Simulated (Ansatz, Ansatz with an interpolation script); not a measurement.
An input for Ansatz 0.2.0 (KCdCO3F (P-6c2)):

```yaml
crystal:
  lattice:
    - [5.1349, 0.0, 0.0]
    - [-2.56745, 4.4469538459, 0.0]
    - [0.0, 0.0, 8.846]
  atoms:
    - { symbol: K, position: [0.6666666667, 0.3333333333, 0.5] }
    - { symbol: K, position: [0.6666666667, 0.3333333333, 0.0] }
    - { symbol: Cd, position: [0.0, 0.0, 0.25] }
    - { symbol: Cd, position: [0.0, 0.0, 0.75] }
    - { symbol: C, position: [0.3333333333, 0.6666666667, 0.25] }
    - { symbol: C, position: [0.3333333333, 0.6666666667, 0.75] }
    - { symbol: O, position: [0.4062, 0.9453, 0.25] }
    - { symbol: O, position: [0.5391, 0.5938, 0.25] }
    - { symbol: O, position: [0.0547, 0.4609, 0.25] }
    - { symbol: O, position: [0.0547, 0.5938, 0.75] }
    - { symbol: O, position: [0.4062, 0.4609, 0.75] }
    - { symbol: O, position: [0.5391, 0.9453, 0.75] }
    - { symbol: F, position: [0.0, 0.0, 0.5] }
    - { symbol: F, position: [0.0, 0.0, 0.0] }
kpoints:
  mp_grid: { grid: [6, 6, 2] }
hamiltonian:
  xc: pbesol
  pseudopotentials: { kind: paw, azcp: { folder: soft_1 }, xc_functional: pbe }
scf:
  occupations: { method: fixed }
gw:
  n_empty_bands: 759
  ecut_chi: 140.0
  qp_bands: [v16, c4]
  screening: { model: godby_needs }
```

```sh
ansatz run input.yaml --threads 2 --pin off --max-ram 92160MiB --backend cuda --events-out ev --progress --plain --runs-dir out --devices 1 --max-vram 13GiB
```

**Question.** How long will it take on 1 × NVIDIA H100 80GB HBM3 (shared by 6 runs) with 2 threads of AMD EPYC 7R13 (Zen 3), shared host, and how much memory?

It took 9.7 min; on shared hardware allow 4.8 min to 19 min. Peak host memory was 8.8 GiB. The sizes that set the cost: 3911 plane waves a state, 14 irreducible k points, 817 bands summed, 749 plane waves in the screening and 11 SCF cycles.

The screening grows as filled bands × empty bands × pairs of k points, times the square of the screening basis for the matrix.

[Paths, hosts, dates, memory and timing lines, banners, echoed tables and standing remarks are left out of the program output.]

[Logs are printed without paths, hosts, clocks, repeated set-up lines and the standing remarks that a program may print on its own settings, such as how far it seeks lower states.]

[Runs of the session that timed out or met a known fault of the program may be left out.]

[Hosts, paths, dates, database ids (printed as entryN), source tags and the programs' standing remarks are cut or masked in the printed files.]
